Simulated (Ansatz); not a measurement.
**linear Zn chain under tension and compression**

Aim: how do moment and conductance of the linear Zn chain follow its length?

Method: DFT PBE, plane waves, PAW; relaxation of a chain's period, in the first sound run; inputs show where later runs differ, in Ansatz 0.2.0.

**1. The structure**

The cell holds 1 atom: 1 Zn. Its edges and angles: a = 7.500 Å, b = 7.500 Å, c = 2.269 Å, α = 90.0°, β = 90.0°, γ = 90.0°. Vacuum lies along a and b. The structure's axis is c.

**2. Relaxation of atoms and period**

Band widths follow the bond lengths, so the chain is relaxed first. The atoms and the third cell vector are free; the box across stays fixed as vacuum. Moments are seeded so that a magnetic state can form if it lies lower. A Fermi-Dirac smearing is set since the result may be a metal. The pressure printed is a third of the stress's trace over the whole box, vacuum included; only the stress along the axis is relaxed.

File input.yaml:

```yaml
crystal:
  lattice:
    - [7.5, 0.0, 0.0]
    - [0.0, 7.5, 0.0]
    - [0.0, 0.0, 2.2692]
  atoms:
    - { symbol: Zn, position: [0.5, 0.5, 0.0], spin: 0.5 }
magnetization:
  spin_polarized: true
kpoints:
  mp_grid: { grid: [1, 1, 36] }
scf:
  occupations: { method: fermi_dirac, width: 0.05 }
hamiltonian:
  xc: pbe
relax:
  cell: { fix: [a, b, alpha, beta, gamma] }
  max_steps: 60
```

On the command line:

```bash
$ ansatz run input.yaml --threads 4 --pin off --max-ram 8192MiB --backend cpu --events-out ev --progress --plain --runs-dir out
```

Numbers of over 12 decimals in the logs are rounded to 6 here.

The program printed:

```text
Engine: ansatz 0.2.0, aarch64-unknown-linux-gnu
Pseudopotentials: kind: paw
Pseudopotential: Zn, paw, valence charge 12, recommended cutoff 420 eV (normal), Zn.paw.azcp
Functional definition: PBE
  parameter kappa = 0.804
  parameter beta = 0.066725
  exchange = pbe_x(kappa = kappa, mu = beta*pi^2/3)
  correlation = pbe_c(beta = beta)
Crystal: 1 atoms, lattice volume = 127.643 Å³
Basis set: ecut = 420 eV, 2511 PW (Γ), exchange–correlation on 108×108×32 points (8 copies of the dense FFT grid, shifted against one another)
Bands: 11, of which v1, the nominal top of the filled ones, is band 6 counted from 1 (5 counted from 0)
Symmetry: 16 space group operations
Space group: P4/mmm (ITA 123), of the structure as read, at distance tolerance 5.0e-5 Å
Magnetic group: BNS 123.339 (UNI 999), of the structure as read, at distance tolerance 5.0e-5 Å
k-points: 19 of 36
Non-local potential: Zn, projectors of the file, l = 0: 2, l = 1: 2, l = 2: 3, l = 3: 1
PAW form: soft (Blöchl's): semilocal exchange-correlation on the pseudo side does not see the compensation charge
PAW one-centre angular grid: Zn, 590 points (default); XC on 64 Gauss nodes
Initial density: superposition of atomic densities (neutral atoms: chi_scale 0, normalization atom)
Starting moments: Σ|m| = 0.5 μB on 1 of 1 site
Initial wavefunctions: pseudopotential atomic-orbital guess
Functional: x = pbe(κ = 0.804, μ = 0.219515), c = pbe(β = 0.066725)
iter 1 solved again at ethr=1.92e-3 eV; its pass at ethr=3.10e-3 eV (dr2=2.30e-1 eV) is discarded
SCF iter   1: F=—  HF=-3317.908276 eV  |F-HF|=—  |Δ(HF+E_count)|=         —  Δρ=2.50e-2 (↑2.50e-2 ↓1.61e-2)  dr2=2.36e-1  dr2_m=4.51e-1  M=0.122 μB ∫|m|=0.122 μB  β_m=0.30  ethr=1.92e-3  ⟨swp⟩=1.0  Hψ=3357  notcnv=0
preconditioner: auto → LDOS  [metal: Δε(μ)=0.028 eV  Ē_g=11.253 eV  σ=0.050 eV  W_gap=0.14  n_scr=12 (ndim 8)  ℏωp=11.4 eV  f_vac=0.694  D(μ)=1.62/eV (n_scr^D=8)]
spin=Collinear: LDOS preconditioning applied to the charge; magnetization (m = ρ↑ − ρ↓) channel mixes plain (no charge-response kernel on spin).
SCF iter   2: F=—  HF=-3317.892221 eV  |F-HF|=—  |Δ(HF+E_count)|=   1.61e-2  Δρ=1.58e-2 (↑1.58e-2 ↓1.36e-2)  dr2=1.17e-1  dr2_m=2.30e-1  M=0.120 μB ∫|m|=0.120 μB  β_m=0.30  ethr=1.92e-3  ⟨swp⟩=2.6  Hψ=667  notcnv=0
SCF iter   3: F=—  HF=-3317.880699 eV  |F-HF|=—  |Δ(HF+E_count)|=   1.15e-2  Δρ=1.06e-2 (↑1.06e-2 ↓1.02e-2)  dr2=3.47e-2  dr2_m=1.18e-1  M=0.118 μB ∫|m|=0.118 μB  β_m=0.30  ethr=9.76e-4  ⟨swp⟩=2.0  Hψ=788  notcnv=0  defer=11
SCF iter   4: F=—  HF=-3317.883821 eV  |F-HF|=—  |Δ(HF+E_count)|=   3.12e-3  Δρ=7.71e-3 (↑7.00e-3 ↓7.71e-3)  dr2=4.25e-3  dr2_m=6.05e-2  M=0.110 μB ∫|m|=0.110 μB  β_m=0.30  ethr=2.89e-4  ⟨swp⟩=2.0  Hψ=565  notcnv=0  defer=20
SCF iter   5: F=—  HF=-3317.896397 eV  |F-HF|=—  |Δ(HF+E_count)|=   1.26e-2  Δρ=5.25e-3 (↑5.25e-3 ↓5.03e-3)  dr2=3.09e-4  dr2_m=3.09e-2  M=0.109 μB ∫|m|=0.109 μB  β_m=0.30  ethr=3.54e-5  ⟨swp⟩=2.2  Hψ=792  notcnv=0  defer=20
SCF iter   6: F=—  HF=-3317.898004 eV  |F-HF|=—  |Δ(HF+E_count)|=   1.61e-3  Δρ=3.73e-3 (↑3.73e-3 ↓3.62e-3)  dr2=1.37e-4  dr2_m=1.57e-2  M=0.110 μB ∫|m|=0.110 μB  β_m=0.30  ethr=2.58e-6  ⟨swp⟩=2.0  Hψ=666  notcnv=0  defer=20
SCF iter   7: F=—  HF=-3317.898943 eV  |F-HF|=—  |Δ(HF+E_count)|=   9.38e-4  Δρ=2.63e-3 (↑2.62e-3 ↓2.63e-3)  dr2=2.23e-5  dr2_m=8.05e-3  M=0.111 μB ∫|m|=0.112 μB  β_m=0.30  ethr=1.14e-6  ⟨swp⟩=2.9  Hψ=754  notcnv=0  defer=20
SCF iter   8: F=—  HF=-3317.899375 eV  |F-HF|=—  |Δ(HF+E_count)|=   4.32e-4  Δρ=1.89e-3 (↑1.86e-3 ↓1.89e-3)  dr2=1.32e-6  dr2_m=4.13e-3  M=0.113 μB ∫|m|=0.114 μB  β_m=0.30  ethr=1.86e-7  ⟨swp⟩=2.2  Hψ=642  notcnv=0  defer=20
Mixer restart at iter 8: flushing history
spin-set hold released at iteration 8 (site moments contracting): the magnetisation degrees of freedom join the quasi-Newton model from the next iteration; the mixer history was flushed
SCF iter   9: F=—  HF=-3317.899610 eV  |F-HF|=—  |Δ(HF+E_count)|=   2.36e-4  Δρ=1.36e-3 (↑1.34e-3 ↓1.36e-3)  dr2=8.14e-7  dr2_m=2.12e-3  M=0.115 μB ∫|m|=0.117 μB  β_m=0.65  ethr=1.10e-8  ⟨swp⟩=2.1  Hψ=646  notcnv=0  defer=20
SCF iter  10: F=—  HF=-3317.899916 eV  |F-HF|=—  |Δ(HF+E_count)|=   3.06e-4  Δρ=5.31e-5 (↑5.14e-5 ↓5.31e-5)  dr2=2.40e-7  dr2_m=3.13e-6  M=0.123 μB ∫|m|=0.128 μB  β_m=0.82  ethr=6.79e-9  ⟨swp⟩=3.5  Hψ=936  notcnv=0  defer=20
SCF iter  11: F=—  HF=-3317.899912 eV  |F-HF|=—  |Δ(HF+E_count)|=   3.94e-6  Δρ=4.13e-5 (↑4.13e-5 ↓3.86e-5)  dr2=1.55e-7  dr2_m=1.84e-6  M=0.127 μB ∫|m|=0.133 μB  β_m=0.91  ethr=8.33e-10  ⟨swp⟩=5.2  Hψ=1414  notcnv=0
SCF iter  12: F=—  HF=-3317.899936 eV  |F-HF|=—  |Δ(HF+E_count)|=   2.39e-5  Δρ=3.59e-5 (↑2.26e-5 ↓3.59e-5)  dr2=1.84e-6  dr2_m=2.98e-7  M=0.133 μB ∫|m|=0.139 μB  β_m=0.73  ethr=8.33e-10  ⟨swp⟩=5.2  Hψ=1485  notcnv=0
SCF iter  13: F=—  HF=-3317.899938 eV  |F-HF|=—  |Δ(HF+E_count)|=   1.89e-6  Δρ=1.23e-5 (↑1.23e-5 ↓6.77e-6)  dr2=1.12e-7  dr2_m=6.82e-8  M=0.135 μB ∫|m|=0.141 μB  β_m=0.79  ethr=1.29e-9  ⟨swp⟩=2.7  Hψ=735  notcnv=0  defer=20
SCF iter  14: F=—  HF=-3317.899938 eV  |F-HF|=—  |Δ(HF+E_count)|=   6.06e-7  Δρ=2.34e-6 (↑2.34e-6 ↓1.61e-6)  dr2=2.30e-9  dr2_m=3.66e-9  M=0.136 μB ∫|m|=0.142 μB  β_m=0.89  ethr=8.33e-10  ⟨swp⟩=4.1  Hψ=1254  notcnv=0
SCF iter  15: F=-3317.899938 eV  HF=-3317.899938 eV  |F-HF|=3.22e-10  |Δ(HF+E_count)|=   4.03e-8  Δρ=1.93e-7 (↑1.93e-7 ↓1.28e-7)  dr2=1.08e-10  dr2_m=1.11e-11  M=0.136 μB ∫|m|=0.142 μB  ethr=1.92e-11  ⟨swp⟩=3.8  Hψ=1106  notcnv=0
SCF 1 converged in 15 iterations: F = -3317.899938 eV  dr2 = 1.08e-10
  greatest PAW one-centre occupation: 0.986 electrons in one spin orbital (limit 2), on the Zn atom at site 0 (counted from 0), in its partial waves of l = 2
relax step   1: F+E_penalty+E_count = -3317.89993824 eV  Δ(F+E_penalty+E_count) = +0.000e0 eV  max|allowed force component| = 0.000e0 eV/Å  Δτ_max = 0.0000 Å  P = +1.362 GPa  Ω = 127.643 Å³  fix = [a, b, alpha, beta, gamma]  reactions: a -0.005, b -0.005 GPa  (15 SCF iters, dr2 threshold 1.00e-7 eV, accepted)
Crystal: 1 atoms, lattice volume = 131.787 Å³
Basis set: ecut = 420 eV, 2551 PW (Γ), exchange–correlation on 108×108×32 points (8 copies of the dense FFT grid, shifted against one another)
Initial density: handed on by an earlier stage of this run
Starting moments: Σ|m| = 0.5 μB on 1 of 1 site; this step starts from the density that it was given
Initial wavefunctions: those handed on with the density
iter 1 solved again at ethr=2.34e-5 eV; its pass at ethr=3.10e-3 eV (dr2=2.80e-3 eV) is discarded
[...]
relax step   5: F+E_penalty+E_count = -3318.07358498 eV  Δ(F+E_penalty+E_count) = -1.214e-3 eV  max|allowed force component| = 0.000e0 eV/Å  Δτ_max = 0.0000 Å  P = -0.042 GPa  Ω = 143.704 Å³  energy of the carried Pulay correction = -8.975e-4 eV  fix = [a, b, alpha, beta, gamma]  reactions: a -0.091, b -0.091 GPa  (8 SCF iters, dr2 threshold 1.00e-7 eV, accepted)
[...]
relax step   6: F+E_penalty+E_count = -3318.07363625 eV  Δ(F+E_penalty+E_count) = -5.127e-5 eV  max|allowed force component| = 0.000e0 eV/Å  Δτ_max = 0.0000 Å  P = -0.060 GPa  Ω = 144.091 Å³  energy of the carried Pulay correction = -9.177e-4 eV  fix = [a, b, alpha, beta, gamma]  reactions: a -0.092, b -0.092 GPa  (8 SCF iters, dr2 threshold 7.85e-9 eV, accepted)
[...]
relax step   7: F+E_penalty+E_count = -3318.07560611 eV  Δ(F+E_penalty+E_count) = -1.970e-3 eV  max|allowed force component| = 0.000e0 eV/Å  Δτ_max = 0.0000 Å  P = -0.040 GPa  Ω = 144.091 Å³  fix = [a, b, alpha, beta, gamma]  reactions: a -0.087, b -0.087 GPa  stress off target by 5.40e-2 GPa on what of the cell is left free  SCF on the basis re-selected at this cell (its energy is not comparable with the rows above)  (11 SCF iters)
[...]
relax step   8: F+E_penalty+E_count = -3318.07566238 eV  Δ(F+E_penalty+E_count) = -5.626e-5 eV  max|allowed force component| = 0.000e0 eV/Å  Δτ_max = 0.0000 Å  P = -0.057 GPa  Ω = 144.488 Å³  energy of the carried Pulay correction = -1.917e-5 eV  fix = [a, b, alpha, beta, gamma]  reactions: a -0.088, b -0.088 GPa  (7 SCF iters, dr2 threshold 7.29e-9 eV, accepted)
iter 1 solved again at ethr=3.44e-6 eV; its pass at ethr=3.10e-3 eV (dr2=4.13e-4 eV) is discarded
SCF iter   1: F=—  HF=-3318.075307 eV  |F-HF|=—  |Δ(HF+E_count)|=         —  Δρ=2.46e-5 (↑2.46e-5 ↓2.46e-5)  dr2=3.96e-7  dr2_m=1.15e-11  M=-0.000 μB ∫|m|=0.000 μB  β_m=0.30  ethr=3.44e-6  ⟨swp⟩=2.1  Hψ=3518  notcnv=0
eigensolver tolerance schedule: the retry pair's looser diagonalisation over-reported the residual by 1040.90 of it (diagonalisation noise at an unbounded share of the residual, at the tolerance the schedule requests for it); recorded, not acted on — ethr = c·dr2/N_el stays at c = 1.0e-1
preconditioner: auto → none  [insulator: Δε(μ)=0.162 eV  Ē_g=10.528 eV  σ=0.050 eV  W_gap=0.57  n_scr=12 (ndim 8)  ℏωp=10.7 eV  f_vac=0.707  D(μ)=0.64/eV (n_scr^D=4)  ε∞_Penn≈2.0]
SCF iter   2: F=—  HF=-3318.075473 eV  |F-HF|=—  |Δ(HF+E_count)|=   1.66e-4  Δρ=1.75e-5 (↑1.75e-5 ↓1.75e-5)  dr2=8.79e-8  dr2_m=7.98e-12  M=-0.000 μB ∫|m|=0.000 μB  β_m=0.35  ethr=3.30e-9  ⟨swp⟩=2.1  Hψ=676  notcnv=0
SCF iter   3: F=—  HF=-3318.075563 eV  |F-HF|=—  |Δ(HF+E_count)|=   9.01e-5  Δρ=1.10e-5 (↑1.10e-5 ↓1.10e-5)  dr2=3.03e-8  dr2_m=5.41e-12  M=-0.000 μB ∫|m|=0.000 μB  β_m=0.43  ethr=7.32e-10  ⟨swp⟩=2.9  Hψ=826  notcnv=0
SCF iter   4: F=—  HF=-3318.075616 eV  |F-HF|=—  |Δ(HF+E_count)|=   5.29e-5  Δρ=6.09e-6 (↑6.09e-6 ↓6.08e-6)  dr2=2.85e-8  dr2_m=3.22e-12  M=-0.000 μB ∫|m|=0.000 μB  β_m=0.71  ethr=2.52e-10  ⟨swp⟩=3.2  Hψ=844  notcnv=0
SCF iter   5: F=—  HF=-3318.075660 eV  |F-HF|=—  |Δ(HF+E_count)|=   4.39e-5  Δρ=1.43e-6 (↑1.43e-6 ↓1.43e-6)  dr2=5.03e-9  dr2_m=1.01e-12  M=-0.000 μB ∫|m|=0.000 μB  β_m=0.86  ethr=2.37e-10  ⟨swp⟩=3.1  Hψ=864  notcnv=0
SCF iter   6: F=—  HF=-3318.075673 eV  |F-HF|=—  |Δ(HF+E_count)|=   1.31e-5  Δρ=9.35e-8 (↑8.87e-8 ↓9.35e-8)  dr2=1.55e-10  dr2_m=1.72e-13  M=-0.000 μB ∫|m|=0.000 μB  β_m=0.85  ethr=4.19e-11  ⟨swp⟩=3.0  Hψ=682  notcnv=0
SCF iter   7: F=—  HF=-3318.075683 eV  |F-HF|=—  |Δ(HF+E_count)|=   9.67e-6  Δρ=1.31e-7 (↑1.25e-7 ↓1.31e-7)  dr2=2.01e-10  dr2_m=6.66e-14  M=-0.000 μB ∫|m|=0.000 μB  β_m=0.85  ethr=1.29e-12  ⟨swp⟩=3.7  Hψ=932  notcnv=0
SCF iter   8: F=—  HF=-3318.075683 eV  |F-HF|=—  |Δ(HF+E_count)|=   4.14e-9  Δρ=7.48e-8 (↑7.01e-8 ↓7.48e-8)  dr2=6.85e-11  dr2_m=4.00e-14  M=-0.000 μB ∫|m|=0.000 μB  β_m=0.93  ethr=1.29e-12  ⟨swp⟩=2.0  Hψ=476  notcnv=0
SCF iter   9: F=-3318.075683 eV  HF=-3318.075683 eV  |F-HF|=7.64e-11  |Δ(HF+E_count)|=   1.60e-9  Δρ=1.43e-8 (↑1.28e-8 ↓1.43e-8)  dr2=1.26e-12  dr2_m=7.73e-15  M=-0.000 μB ∫|m|=0.000 μB  ethr=1.00e-12  ⟨swp⟩=3.6  Hψ=1556  notcnv=0
the starting moments were not kept: the SCF closed with an absolute magnetisation of 2.0e-7 μB, where they sum to 0.5 μB in size (1 site). That is at most 0.1 of that sum. Measured as dr2_m measures the in/out step, that magnetisation stands 8.3e-15 eV from none, at or under the dr2_threshold of 1.0e-11 eV: it is no larger than a step whose dr2_m would equal this threshold.
SCF 9 converged in 9 iterations: F = -3318.075683 eV  dr2 = 1.26e-12
relax step   9: F+E_penalty+E_count = -3318.07568292 eV  Δ(F+E_penalty+E_count) = -2.054e-5 eV  max|allowed force component| = 0.000e0 eV/Å  Δτ_max = 0.0000 Å  P = -0.057 GPa  Ω = 144.488 Å³  fix = [a, b, alpha, beta, gamma]  reactions: a -0.089, b -0.089 GPa  stress off target by 6.93e-3 GPa on what of the cell is left free  SCF on the basis re-selected at this cell (its energy is not comparable with the rows above)  (9 SCF iters)
basis re-selected at this cell: Δ(F+E_penalty+E_count) = -2.054e-5 eV, ΔP = -0.000 GPa vs the last step (what re-selecting the basis moved, of the pressure what is left beyond the Pulay correction that the steps carried, after the strain that the cell walked since its last selection, with what the two solves' SCF thresholds leave and, on support functions, any second-order correction that the steps lacked; it is no measure of the basis error at this ecutwfc). This SCF's stress stands 6.93e-3 GPa from its target on what of the cell is left free (relax.cell.stress_tol is 5.00e-2 GPa) and its largest allowed force component is 0.00e0 eV/Å (relax.f_tol is 1.00e-2 eV/Å): [rest of the remark cut]
SCF converged after 9 iterations
Magnetization: -0.0000 μB (6.0000 up, 6.0000 down)
Absolute magnetization: 0.0000 μB (∫|ρ↑−ρ↓|, with the PAW one-centre terms)
Spin contamination: 0.0000 ħ² per cell (⟨S²⟩ above its minimum at these occupations)
Per-site moments (μB) at R_I (Å): [(-3.3686962711431585e-8, 1.059575)]
Free energy (F): -3318.075683 eV
Harris-Foulkes:  -3318.075683 eV  (|F-HF|=7.64e-11)
Internal energy: -3318.069598 eV  (E = F + TS)
E sigma→0 (E₀):  -3318.072640 eV
Entropy (-TS):   -0.006085 eV (-6.085 meV/atom)
Fermi energy:    -0.931784 eV
--- Per-component energies (eV) ---
  E_band       = -95.749549
  E_kinetic    = 129.577629
  E_local      = -3228.479034  (includes V_loc(G=0)·N_el)
  E_nonlocal   = 611.260570
  E_hartree    = 1417.008850
  E_xc         = -135.765168
  E_vxc        = -49.670923  (∫ρ·V_xc dr)
  E_paw        = -1825.140820  (= ΣΔE_a)
  E_vpaw       = -392.455179  (= ΣTr[D̂ρ^β])
  E_aug_tail   = -0.000365  (compensation charges beyond the density's cutoff)
  E_ewald      = -286.531259
  E_smearing   = -0.006085  (= −TS)
  E_closure    = 0.000000  (closes the sum)
  Σ components = -3318.075683   (vs F -3318.075683, Δ=0.00e0)
--- Forces (eV/Å), atoms counted from 1 ---
  atom   1  Zn     0.00000000     0.00000000     0.00000000
  max |Σ_I F_I| component: 3.16e-29 eV/Å
--- Stress (GPa, compression-positive) ---
       -0.088553       0.000000       0.000000
        0.000000      -0.088553       0.000000
        0.000000       0.000000       0.006930
  P = ⅓ Tr σ = -0.0567 GPa (-0.567 kbar)
--- Relaxed structure (7 steps of the walk, 7 accepted, 2 SCFs on fresh bases) ---
  F+E_penalty+E_count = -3318.07568292 eV   max|allowed force component| = 0.000e0 eV/Å   (the final SCF, on the basis selected at the relaxed cell)
  cell:  # Å, volume = 144.4876 Å³
    - [7.5, 0.0, 0.0]
    - [0.0, 7.5, 0.0]
    - [0.0, 0.0, 2.568668]
  atoms:
    - { symbol: Zn, position: [0.5, 0.5, 0.0] }
```

Wall time 13 s (4 threads of Arm Neoverse V1, shared host); peak memory 0.41 GiB.

The steps of the relaxation:

```csv
step,energy less that of the first step (eV),largest force component (eV/Å),pressure (GPa),volume (Å³)
1,0.0000,0.0000,1.36,127.64
2,-0.0848,0.0000,0.85,131.79
3,-0.1555,0.0000,0.31,138.01
4,-0.1724,0.0000,0.03,142.35
5,-0.1736,0.0000,-0.04,143.70
6,-0.1737,0.0000,-0.06,144.09
7*,-0.1757,0.0000,-0.04,144.09
8,-0.1757,0.0000,-0.06,144.49
9*,-0.1757,0.0000,-0.06,144.49
```

Relaxation steps marked * repeat the geometry before them on a plane-wave basis chosen anew for their cell, so energy and pressure can jump there.

```csv
cell as run,before,after,change
c (Å),2.269,2.569,+13.2 %
```

Final coordinates:

```xyz
1
Lattice="7.5000 0.0000 0.0000 0.0000 7.5000 0.0000 0.0000 0.0000 2.5687" Properties=species:S:1:pos:R:3
Zn    3.7500    3.7500    0.0000
```

This step gave:

```yaml
energy_at_zero_smearing: -3318.0726 eV
cell_length_along_the_wire: 2.569 Å
```

The cell's length comes to 2.569 Å with no moment. That is +13 % against the start, more than a small adjustment.

The cell grew by 13.2 % in its periodic edges.

**3. At a set period, period over the relaxed period 0.88, k-mesh 1×1×36**

This step: DFT PBE, plane waves, PAW; channels and complex bands of a perfect chain (Ansatz 0.2.0).

The period is set to 0.88 times the relaxed one: shorter bonds widen the bands.

input.yaml, the sections that differ from step 2:

```yaml
crystal:
  lattice:
    - [7.5, 0.0, 0.0]
    - [0.0, 7.5, 0.0]
    - [0.0, 0.0, 2.2604275281]
  atoms:
    - { symbol: Zn, position: [0.5, 0.5, 0.0], spin: 0.5 }
output:
  transmission:
    e_range: [-2, 2]
    de: 0.035
    kmesh: [1, 1]
    reduced_basis: true
    leads: [[0, 0]]
  stress: true
# magnetization, kpoints, scf, hamiltonian: as in step 2
# relax: removed
```

The program printed:

```text
[...]
Crystal: 1 atoms, lattice volume = 127.149 Å³
Basis set: ecut = 420 eV, 2495 PW (Γ)
Bands: 11, of which v1, the nominal top of the filled ones, is band 6 counted from 1 (5 counted from 0)
Symmetry: 16 space group operations
[...]
k-points: 19 of 36
[...]
Starting moments: Σ|m| = 0.5 μB on 1 of 1 site
[...]
SCF iter  15: F=-3317.886992 eV  HF=-3317.886992 eV  |F-HF|=5.00e-11  |Δ(HF+E_count)|=   2.58e-8  Δρ=1.25e-7 (↑1.25e-7 ↓7.66e-8)  dr2=4.27e-11  dr2_m=4.70e-12  M=0.136 μB ∫|m|=0.143 μB  ethr=7.91e-12  ⟨swp⟩=4.5  Hψ=1442  notcnv=0
SCF 1 converged in 15 iterations: F = -3317.886992 eV  dr2 = 4.27e-11
[...]
transmission: 6 of 36 steps passed
transmission: 9 of 36 steps passed
[...]
transmission: 36 of 36 steps passed
SCF converged after 15 iterations
Magnetization: 0.1364 μB (6.0682 up, 5.9318 down)
Absolute magnetization: 0.1425 μB (∫|ρ↑−ρ↓|, with the PAW one-centre terms)
[...]
Per-site moments (μB) at R_I (Å): [(0.010938, 0.932426)]
Free energy (F): -3317.886992 eV
[...]
Internal energy: -3317.874658 eV  (E = F + TS)
E sigma→0 (E₀):  -3317.880825 eV
Entropy (-TS):   -0.012334 eV (-12.334 meV/atom)
Fermi energy:    -1.133962 eV
[...]
--- Stress (GPa, compression-positive) ---
       -0.003855       0.000000       0.000000
        0.000000      -0.003855       0.000000
        0.000000       0.000000       4.340672
  P = ⅓ Tr σ = 1.4443 GPa (14.443 kbar)
--- Band table (eV; the first three rows and the last of 38) ---
  k-point 0 ↑: bands = [... 2 lower, -8.9488, -8.2646, -8.2646, -6.8545, -1.1957, -1.1957, 0.9044, 2.3069, ... 1 higher]
  k-point 1 ↑: bands = [... 2 lower, -8.9471, -8.2757, -8.2757, -6.8385, -1.1674, -1.1674, 0.9265, 2.3293, ... 1 higher]
  k-point 2 ↑: bands = [... 2 lower, -8.9421, -8.3084, -8.3084, -6.7903, -1.0830, -1.0830, 0.9927, 2.3965, ... 1 higher]
  k-point 18 ↓: bands = [... 2 lower, -8.7154, -8.7153, -8.0820, -0.6252, 1.8302, 5.9155, 5.9155, 7.8429, ... 1 higher]
--- Transmission ---
  basis      : 497 plane waves across, 3 finite elements along
  points     : 1, standing for a mesh of 1 x 1
  filling    : by the input's occupations and mesh, since the crystals that have channels conduct as metals do. If one of these is a semiconductor, that mesh has misplaced its level
  energies   : 115 from -2.000000 to 1.990000 eV about the Fermi level, 0.035000 eV apart; the leads are filled to 0.000000 eV, and channels, transmission and decay are at -0.005000 eV
  crystal 0  : Zn1, at the sites [0, 0], period 2.2604 Å: whole cells are its period
    offset         : up to 0.0000 Å between an atom of the period and one for which it stands
    filled         : 0.8 meV over the level at which it is neutral
    channels       : 3.000000e0 up, 1.000000e0 down
    conductance    : 2.6629e14 S/m² at 300 K; may be off by some 0.0 % by where its bands' edges are placed, 0.2 % from the distance to neutral
```

Wall time 20 s (4 threads); peak memory 0.45 GiB.

This step gave:

| Quantity | Value |
| --- | --- |
| energy at zero smearing | -3317.8808 eV |
| total moment | 0.1364 μB |
| absolute moment | 0.1425 μB |
| channels at the energy nearest the Fermi level, spin up | 3 |
| channels at the energy nearest the Fermi level, spin down | 1 |
| conductance of the lead as this run defines it | 1.933 G₀ |
| band gap | 0 eV |

Open channels of the lead against energy, zero at the Fermi level:

```csv
energy (eV),spin up,spin down
-2.000,1,1
-1.895,1,1
-1.790,1,1
-1.685,1,1
-1.615,1,1
-1.510,1,1
-1.405,1,1
-1.300,1,1
-1.195,1,1
-1.090,1,1
-0.985,1,1
-0.915,1,1
-0.810,1,1
-0.705,1,1
-0.600,1,1
-0.495,1,1
-0.390,1,1
-0.285,1,1
-0.215,1,1
-0.110,1,1
-0.005,3,1
0.100,3,1
0.205,3,3
0.310,3,3
0.415,2,3
0.485,2,3
0.590,2,2
0.695,2,2
0.800,2,2
0.905,2,2
1.010,2,2
1.115,2,2
1.185,2,2
1.290,2,2
1.395,2,2
1.500,2,2
1.605,2,2
1.710,2,2
1.815,2,2
1.885,2,2
```

At the computed energy nearest the Fermi level there are 3 spin-up and 1 spin-down channels, and the thermal average gives 1.93 G₀.

(Part 1 of 2 ends here.)

[Logs are printed without paths, hosts, clocks, repeated set-up lines and the standing remarks that a program may print on its own settings, such as how far it seeks lower states.]

[Hosts, paths, dates, database ids (printed as entryN), source tags and the programs' standing remarks are cut or masked in the printed files.]
